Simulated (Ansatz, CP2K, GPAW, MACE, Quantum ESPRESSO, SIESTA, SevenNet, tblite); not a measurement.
**GPAW on (5,5) carbon nanotube bundle (80 atoms): settings against a plane-wave reference**

Aim: run (5,5) carbon nanotube bundle (80 atoms) in GPAW and see how near its forces come to a plane-wave reference, and at what cost.

Main program and level: GPAW 26.7.0; the method is named at each step.

## 1. Starting point

The cell holds 80 atoms: 80 C. Its edges and angles: a = 10.081 Å, b = 10.081 Å, c = 9.840 Å, α = 90.0°, β = 90.0°, γ = 120.0°. It derives from C (graphene). Graphene sheet (a = 2.46 Å) rolled into a (5,5) tube of diameter 6.78 Å, 4 periods, hexagonal bundle with 3.3 Å between walls; not relaxed, displaced by a Gaussian of 0.02 Å. Then every atom was moved at random, 0.05 Å r.m.s. a Cartesian component. The structure's axis is c.

The yardstick, on the same geometry:

| Item | Value |
| --- | --- |
| method | Kohn-Sham DFT, PBE, PAW, plane waves (Ansatz 0.2.0); cutoff 420 eV, Γ point, fermi-dirac smearing of 0.05 eV; PAW set soft_2 |
| r.m.s. force component | 3.574 eV/Å |
| longest force | 12.31 eV/Å |
| pressure | 9.874 GPa |
| SCF cycles | 9 |
| time | 9.4 s on 4 threads of Arm Neoverse V1, shared host |
| CPU time | 35 s |

## 2. PBE, LCAO dzp, h 0.2 Å

Method: Kohn-Sham DFT, PBE, PAW, atomic orbitals (dzp).

Input file run.py:

```python
import numpy as np
from ase.io import read
from gpaw import GPAW, FermiDirac

atoms = read("structure.xyz")
atoms.calc = GPAW(
    mode="lcao",
    basis="dzp",
    h=0.2,
    xc="PBE",
    kpts={"size": (1, 1, 1), "gamma": True},
    occupations=FermiDirac(0.05),
    maxiter=200,
    symmetry={"point_group": False},
    txt="gpaw.txt",
)
energy = atoms.get_potential_energy(force_consistent=True)
forces = atoms.get_forces()
print(f"energy {energy:.6f} eV")
print("forces (eV/A)")
for i, (a, f) in enumerate(zip(atoms, forces)):
    print(f"{i:4d} {a.symbol:2s} {f[0]:10.5f} {f[1]:10.5f} {f[2]:10.5f}")
print(f"Fermi level {atoms.calc.get_fermi_level():.4f} eV")
for k in range(len(atoms.calc.get_ibz_k_points())):
    for s in range(atoms.calc.get_number_of_spins()):
        e = atoms.calc.get_eigenvalues(kpt=k, spin=s)
        n = np.searchsorted(e, atoms.calc.get_fermi_level())
        print(f"k {k} spin {s} levels about the Fermi level:", np.round(e[max(n - 6, 0):n], 4).tolist(), "|", np.round(e[n:n + 6], 4).tolist())
```

Input file structure.xyz:

```xyz
80
Lattice="10.08135 0.00000 0.00000 -5.04067 8.73070 0.00000 0.00000 0.00000 9.84000" Properties=species:S:1:pos:R:3 pbc="T T T"
C 3.31692 0.68615 1.22331
C 3.14629 1.34313 9.80999
C 2.29079 2.56752 0.06957
C 1.68757 2.88017 1.19458
C 0.40164 3.39816 1.23020
C -0.39937 3.23795 2.51983
C 8.39454 2.87659 0.03414
C 7.78386 2.53409 1.15836
C 7.01355 1.33274 1.28186
C 6.77769 0.66545 2.50408
C 1.68974 7.96921 9.74662
C 1.89621 7.38216 1.25076
C 2.81245 6.19836 1.32594
C 3.27579 5.68517 2.43127
C 4.65320 5.46935 2.49621
C 5.33173 5.45704 1.19694
C 6.63514 5.80015 1.19999
C -2.77277 6.27598 2.41552
C -1.95512 7.39551 2.46551
C -1.68676 8.11632 1.24732
C 3.30603 0.72020 3.62565
C 3.19589 1.33859 2.42182
C 2.26306 2.52719 2.54807
C 1.64946 2.99769 3.75829
C 0.43748 3.32369 3.72385
C -0.24870 3.39188 4.85594
C 8.30960 2.96119 2.39388
C 7.82580 2.65090 3.74028
C 6.93930 1.40599 3.62988
C 6.69109 0.58758 4.96408
C 1.61247 8.07581 2.47791
C 1.94263 7.32270 3.69866
C 2.79254 6.11987 3.75908
C 3.33874 5.83350 4.99813
C 4.66243 5.37794 4.92581
C 5.34786 5.38789 3.62929
C 6.72895 5.74821 3.67189
C -2.65043 6.25354 5.00866
C -1.90890 7.31144 4.99045
C -1.65404 8.03085 3.75927
C 3.31606 0.64904 6.15915
C 3.04356 1.39586 4.89107
C 2.33061 2.48877 4.87542
C 1.68177 3.02274 6.10493
C 0.41102 3.37389 6.16289
C -0.46349 3.35599 7.45193
C -1.64961 2.90470 4.90298
C 7.76466 2.52143 6.09716
C 6.95215 1.27145 6.18867
C 6.74190 0.75905 7.39683
C 1.73289 8.03364 4.92964
C 1.98754 7.42144 6.11094
C 2.79460 6.31291 6.12510
C 3.38663 5.76715 7.34999
C 4.76888 5.34249 7.34851
C 5.28858 5.30774 6.17401
[... 20 atom lines left out ...]
C -3.29650 5.80836 8.58993
C -2.81365 6.24533 9.80920
C -1.88062 7.32602 9.78706
C -1.66957 8.06734 8.51760
```

The run is started by

```sh
$ OMP_NUM_THREADS=1 python run.py > output.txt
```

The program printed:

```text
energy -680.125008 eV
forces (eV/A)
   0 C     1.13495    5.08630   -2.55494
   1 C    -0.68548    1.34349    1.16184
   2 C     1.83644   -2.82793   -7.14317
   3 C     0.78689    1.13577    7.06781
   4 C    -3.86812   -0.10851    1.74038
   5 C     3.55608    2.15439   -3.76284
   6 C     1.76946    2.52358   -3.77656
   7 C    -2.14609   -1.93597    4.54863
   8 C    -1.10066   -0.71473   -3.62534
   9 C    -0.31735    5.46895   -1.98964
  10 C    -0.08366   -0.01573    5.17789
  11 C     0.45120   -1.87175   -0.98364
  12 C    -4.96742    3.29549   -8.16010
  13 C     1.24450   -0.24362    6.59478
  14 C     0.14925   -1.91364   -4.53985
  15 C    -0.36155   -1.00557    6.25633
  16 C     5.23360    2.87250   -0.18687
  17 C    -2.76222   -3.41325    1.36895
  18 C     1.93086    1.23805    1.02513
  19 C    -0.40932   -9.02202   -2.03222
  20 C     1.24929   -1.36982    4.10208
  21 C    -2.75642    4.83887    1.72885
  22 C     0.63048   -0.62699   -3.96890
  23 C    11.62535   -4.33593   -3.58693
[...]
72 C     0.78080   -1.67381   -8.12414
  73 C     1.27719   -1.69736   10.94393
  74 C     0.37108   -0.58184  -10.13895
  75 C     1.18831   -0.94943    2.91987
  76 C    -1.70645   -1.03038   -1.02100
  77 C     1.09924   -0.15860    1.22916
  78 C     0.71357    2.82552    2.05422
  79 C    -0.50836   -8.99430    5.54545
Fermi level 4.3813 eV
k 0 spin 0 levels about the Fermi level: [2.4277, 2.4906, 2.6382, 2.679, 3.7765, 3.9147] | [4.8532, 4.9384, 5.3845, 5.635, 5.751, 5.7874]
```

gpaw.txt:

```text
Input parameters:
  mode=LCAO(),
  basis={'default': 'dzp'},
  h=0.2,
  kpts=MonkhorstPack(size=(1, 1, 1), gamma=True),
  maxiter=200,
  occupations=Occupations(name='fermi-dirac', width=0.05, fixmagmom=False),
  symmetry=Symmetry(point_group=False),
  xc=XC(name='PBE')
Unit cell  # Å
| periodic |         x |        y |        z |   lengths |     angles |
|----------|-----------|----------|----------|-----------|------------|
|      yes | 10.081350 | 0.000000 | 0.000000 | 10.081350 |  90.000000 |
|      yes | -5.040670 | 8.730700 | 0.000000 | 10.081343 |  90.000000 |
|      yes |  0.000000 | 0.000000 | 9.840000 |  9.840000 | 119.999990 |
Number of symmetries: 1
Symmetry operations  # r_c * U_cc + t_c -> r_c
|   | kind |            matrix            |
|---|------|------------------------------|
| 0 |  E   |  1, 0, 0,  0, 1, 0,  0, 0, 1 |
BZ-sampling:
  Number of BZ points: 1
  Number of IBZ points: 1
  Monkhorst-Pack size: [1, 1, 1]
  Monkhorst-Pack shift: [0, 0, 0]
[... lines left out ...]
eigensolver:
density mixing:
  MSR1-Mixer
occupation numbers:
  Fermi-Dirac:
    width: 0.0500  # eV
FastPoissonSolver using
    Stencil: 8*3+1=25 point O(h^6) finite-difference Laplacian
xc functional:
  name: PBE with 2 nearest neighbor stencil
interpolation: tri-quintic # 5. degree polynomial
Initialization done in: 6.281 s
convergence criteria:
- Maximum [total energy] change in last 3 cyles: 0.0005 eV / valence electron
- Maximum integral of absolute [dens]ity change: 0.0001 electrons / valence electron
- Maximum integral of absolute [eigenst]ate change: 4e-08 eV^2 / valence electron
maximum number of iterations: 200
SCF iterations
|iter     |      energy | eigst |  dens |
|---------|-------------|-------|-------|
|iter:   1| -694.003659 |      c|       |
|iter:   2| -691.754002 |      c| -0.90 |
|iter:   3| -680.264964 |      c| -0.93 |
|iter:   4| -680.952739 |      c| -1.59 |
|iter:   5| -680.125175 |      c| -1.86 |
|iter:   6| -680.137819 |      c| -2.22 |
|iter:   7| -680.125699c|      c| -2.54 |
|iter:   8| -680.124987c|      c| -3.32 |
|iter:   9| -680.124924c|      c| -3.81 |
|iter:  10| -680.124908c|      c| -4.11c|
Converged in 10 steps
SCF loop duration: 59.468 s (5.947 s/step)
Energy contributions relative to reference atoms: (reference = -82210.249238)
Energy contributions:
  Kinetic:         689.542525
  Coulomb:        -668.581928
  Zero:             15.824382
  External:          0.000000
  Xc:             -716.909787
  Entropy:          -0.000200
  Spinorbit:         0.000000
  ----------------------------
  Free energy:    -680.125008
  Extrapolated:   -680.124908
dipole moment: (2.025542, -2.104613, 36.623292)  # |e|*Ang
Fermi level: 4.381
Eigenvalues  # (at kpt = [0.000, 0.000, 0.000])
| band index |      eig [eV] | occ [0-2] |
|------------|---------------|-----------|
|          0 |       -15.830 |     2.000 |
|        ... |               |           |
|        152 |         2.036 |     2.000 |
|        153 |         2.287 |     2.000 |
[...]
|        167 |         6.227 |     0.000 |
|        ... |               |           |
|        195 |        10.580 |     0.000 |
Gap: 0.938 eV
Transition (v -> c):
  (s=0, k=0, n=159, [0.00, 0.00, 0.00]) -> (s=0, k=0, n=160, [0.00, 0.00, 0.00])
No difference between direct/indirect transitions
Force computation time: 13.588  # s
timing:  # [seconds]
  Total:  79.367  # ━━━━━━━━━━━━━━━━━━━━━━━━━━━━━━━━━━━━━━━━━━━━━━━━━━━━━━━━━
  Init:    6.280  # ━━━━╸
  SCF:    59.468  # ━━━━━━━━━━━━━━━━━━━━━━━━━━━━━━━━━━━━━━━━━━╸
  Forces: 13.588  # ━━━━━━━━━━
```

The job ended after 81 s (1 thread of Arm Neoverse V1, shared host; peak memory 0.67 GiB).

Banners, paths, timers and routine set-up lines are dropped from the logs unmarked, and long logs keep their key lines alone; longer cuts are marked.

Numbers from this run, and their distance from the reference:

* r.m.s. force component: 3.818 eV/Å
* r.m.s. difference of force components: 285.1 meV/Å
* longest difference of force vectors: 847.5 meV/Å
* force difference over r.m.s. force: 7.975 %
* slope of forces against the reference's: 1.067
* correlation of force components: 0.9992

Local excerpt of 9 atoms (numbers count through the whole input) about C30, picked at random; x, y, z are measured from there.

```csv
atom,x,y,z,distance (Å),bonds,Fx,Fy,Fz (eV/Å)
C30,0.00,0.00,0.00,0.00,3,0.60,9.94,-3.03
C51,0.08,-1.28,-0.03,1.29,3,-0.34,-5.75,-2.71
C49,0.26,0.68,1.22,1.43,3,1.11,5.16,-3.93
C29,0.25,0.82,-1.33,1.58,3,0.40,0.61,6.84
C52,0.34,-1.90,1.15,2.24,3,-1.36,-0.35,4.95
C32,0.29,-2.00,-1.27,2.38,3,-0.32,-0.32,-0.48
C50,0.05,0.17,2.43,2.44,3,-0.83,-2.95,4.14
C10,0.09,0.08,-2.46,2.46,3,-0.32,5.47,-1.99
C48,1.07,1.93,1.13,2.49,3,0.88,-0.33,3.59
```

Atoms are counted from 1 here, from 0 in the log.

Forces lie 8.0 % from the reference's, at 2.3 times its CPU time (on 1 against 4 cores).

## 3. PBE, LCAO dzp, h 0.15 Å

Method: Kohn-Sham DFT, PBE, PAW, atomic orbitals (dzp).

run.py, as its differences from that of step 2:

```diff
@@ -3,2 +3,3 @@
 from gpaw import GPAW, FermiDirac
+from ase.parallel import parprint as print
 
@@ -8,3 +9,3 @@
     basis="dzp",
-    h=0.2,
+    h=0.15,
     xc="PBE",
```

structure.xyz is that of step 2.

The run is started by

```sh
$ OMP_NUM_THREADS=1 mpirun -np 2 gpaw python run.py > output.txt
```

The program printed:

```text
energy -688.544028 eV
forces (eV/A)
   0 C     1.09972    5.10212   -2.56302
   1 C    -0.67182    1.33494    1.16710
   2 C     1.83463   -2.83141   -7.13030
   3 C     0.83161    1.10697    7.07578
   4 C    -3.89852   -0.11393    1.73648
   5 C     3.57007    2.14967   -3.73186
   6 C     1.74728    2.51188   -3.78456
   7 C    -2.15031   -1.92476    4.53121
   8 C    -1.11324   -0.74183   -3.62234
   9 C    -0.33161    5.45667   -1.97724
  10 C    -0.04611   -0.03391    5.17751
  11 C     0.43428   -1.86719   -0.98718
  12 C    -4.96341    3.31650   -8.17658
  13 C     1.21509   -0.25222    6.59537
  14 C     0.18848   -1.91800   -4.55996
  15 C    -0.38378   -0.99797    6.26264
  16 C     5.25325    2.87351   -0.15738
  17 C    -2.76725   -3.38783    1.36219
  18 C     1.91682    1.21852    1.02201
  19 C    -0.41322   -9.03805   -2.02745
  20 C     1.23558   -1.35640    4.10298
  21 C    -2.73849    4.80730    1.72383
  22 C     0.62831   -0.63065   -3.97669
  23 C    11.66642   -4.35531   -3.58271
[...]
72 C     0.81180   -1.71511   -8.12755
  73 C     1.22316   -1.66357   10.93928
  74 C     0.39200   -0.57581  -10.11450
  75 C     1.15105   -0.93822    2.92235
  76 C    -1.69770   -1.02156   -1.01177
  77 C     1.07528   -0.16878    1.26243
  78 C     0.69166    2.81399    2.04301
  79 C    -0.50100   -9.00715    5.52693
Fermi level 4.3730 eV
k 0 spin 0 levels about the Fermi level: [2.421, 2.484, 2.6316, 2.6722, 3.769, 3.9071] | [4.8442, 4.9293, 5.3772, 5.6269, 5.7426, 5.7787]
```

gpaw.txt:

```text
Input parameters:
  mode=LCAO(),
  basis={'default': 'dzp'},
  h=0.15,
  kpts=MonkhorstPack(size=(1, 1, 1), gamma=True),
  maxiter=200,
  occupations=Occupations(name='fermi-dirac', width=0.05, fixmagmom=False),
  symmetry=Symmetry(point_group=False),
  xc=XC(name='PBE')
Unit cell  # Å
| periodic |         x |        y |        z |   lengths |     angles |
[... lines left out ...]
  Fermi-Dirac:
[... lines left out ...]
convergence criteria:
- Maximum [total energy] change in last 3 cyles: 0.0005 eV / valence electron
[... lines left out ...]
Converged in 10 steps
[... lines left out ...]
  Kinetic:         692.542177
  Coulomb:        -667.146362
  Zero:              3.936610
  External:          0.000000
  Xc:             -717.876251
  Entropy:          -0.000202
  Spinorbit:         0.000000
  ----------------------------
  Free energy:    -688.544028
  Extrapolated:   -688.543926
dipole moment: (1.986715, -2.095904, 36.625167)  # |e|*Ang
Fermi level: 4.373
Eigenvalues  # (at kpt = [0.000, 0.000, 0.000])
| band index |      eig [eV] | occ [0-2] |
|------------|---------------|-----------|
|          0 |       -15.824 |     2.000 |
|        ... |               |           |
|        152 |         2.029 |     2.000 |
|        153 |         2.280 |     2.000 |
[...]
|        167 |         6.217 |     0.000 |
|        ... |               |           |
|        195 |        10.568 |     0.000 |
Gap: 0.937 eV
Transition (v -> c):
  (s=0, k=0, n=159, [0.00, 0.00, 0.00]) -> (s=0, k=0, n=160, [0.00, 0.00, 0.00])
No difference between direct/indirect transitions
Force computation time: 13.570  # s
```

Elapsed: 84 s, on 2 MPI ranks; peak memory 1.6 GiB.

Compared with the plane-wave run:

```yaml
r_m_s_force_component: 3.817 eV/Å
r_m_s_difference_of_force_components: 284.2 meV/Å
longest_difference_of_force_vectors: 839.8 meV/Å
force_difference_over_r_m_s_force: 7.951 %
slope_of_forces_against_the_reference_s: 1.067
correlation_of_force_components: 0.9992
energy_less_the_same_level_run_s: -105.2 meV/atom
r_m_s_force_difference_from_the_same_level_run: 18.73 meV/Å
```

Against the first run (8.0 %), the force difference from the reference is 8.0 %, at 2.1 times the CPU time (on 2 against 1 cores): the change moves forces by 19 meV/Å r.m.s., so most of the difference comes from elsewhere.

## 4. PBE, LCAO sz(dzp), h 0.2 Å

Method: Kohn-Sham DFT, PBE, PAW, atomic orbitals (sz(dzp)).

run.py, as its differences from that of step 3:

```diff
@@ -3,3 +3,2 @@
 from gpaw import GPAW, FermiDirac
-from ase.parallel import parprint as print
 
@@ -8,4 +7,4 @@
     mode="lcao",
-    basis="dzp",
-    h=0.15,
+    basis="sz(dzp)",
+    h=0.2,
     xc="PBE",
```

structure.xyz is that of step 3.

The run is started by

```sh
$ OMP_NUM_THREADS=1 python run.py > output.txt
```

The program printed:

```text
energy -572.127793 eV
forces (eV/A)
   0 C     1.35816    6.20626   -3.14065
   1 C    -0.39593    2.00347    0.93738
   2 C     3.07324   -2.87501   -8.55391
   3 C     1.07934    1.28968    8.74985
   4 C    -4.36258    0.68081    2.65497
   5 C     4.31647    2.34621   -3.87778
[...]
77 C     1.31325   -0.39427    1.95272
  78 C     1.67590    3.18588    2.36423
  79 C     0.36042  -10.26241    6.02421
Fermi level 2.8933 eV
k 0 spin 0 levels about the Fermi level: [0.971, 1.0461, 1.1345, 1.2276, 2.2309, 2.3791] | [3.4107, 3.5153, 4.181, 4.438, 4.5072, 4.5703]
```

gpaw.txt:

```text
Input parameters:
  mode=LCAO(),
  basis={'default': 'sz(dzp)'},
  h=0.2,
  kpts=MonkhorstPack(size=(1, 1, 1), gamma=True),
  maxiter=200,
  occupations=Occupations(name='fermi-dirac', width=0.05, fixmagmom=False),
[... lines left out ...]
  Fermi-Dirac:
[... lines left out ...]
convergence criteria:
- Maximum [total energy] change in last 3 cyles: 0.0005 eV / valence electron
[... lines left out ...]
Converged in 9 steps
[... lines left out ...]
  Free energy:    -572.127793
[... lines left out ...]
Fermi level: 2.893
[... lines left out ...]
|        ... |               |           |
|        195 |         9.220 |     0.000 |
Gap: 1.032 eV
Transition (v -> c):
  (s=0, k=0, n=159, [0.00, 0.00, 0.00]) -> (s=0, k=0, n=160, [0.00, 0.00, 0.00])
No difference between direct/indirect transitions
Force computation time: 3.268  # s
timing:  # [seconds]
  Total:  26.435  # ━━━━━━━━━━━━━━━━━━━━━━━━━━━━━━━━━━━━━━━━━━━━━━━━━━━━━━━━━
  Init:    5.072  # ━━━━━━━━━━━
  SCF:    18.066  # ━━━━━━━━━━━━━━━━━━━━━━━━━━━━━━━━━━━━━━━
  Forces:  3.268  # ━━━━━━━
```

Elapsed: 28 s, on 1 thread; peak memory 0.51 GiB.

Against the reference:

- r.m.s. force component: 4.543 eV/Å
- r.m.s. difference of force components: 1127 meV/Å
- longest difference of force vectors: 3379 meV/Å
- force difference over r.m.s. force: 31.53 %
- slope of forces against the reference's: 1.258
- correlation of force components: 0.9898

This is a coarse setting, run to see what it loses.

Against the first run (8.0 %), the force difference from the reference is 32 %, at 0.34 times the CPU time, with 320 basis functions against 1040: the smaller basis costs accuracy.

(Continued in part 2 of 2.)

[Also dropped from logs without a mark: logging warnings of Python, and SIESTA's first energy breakdown and zero terms.]

[Logs are printed without paths, hosts, clocks, repeated set-up lines and the standing remarks that a program may print on its own settings, such as how far it seeks lower states.]

[Hosts, paths, dates, database ids (printed as entryN), source tags and the programs' standing remarks are cut or masked in the printed files.]
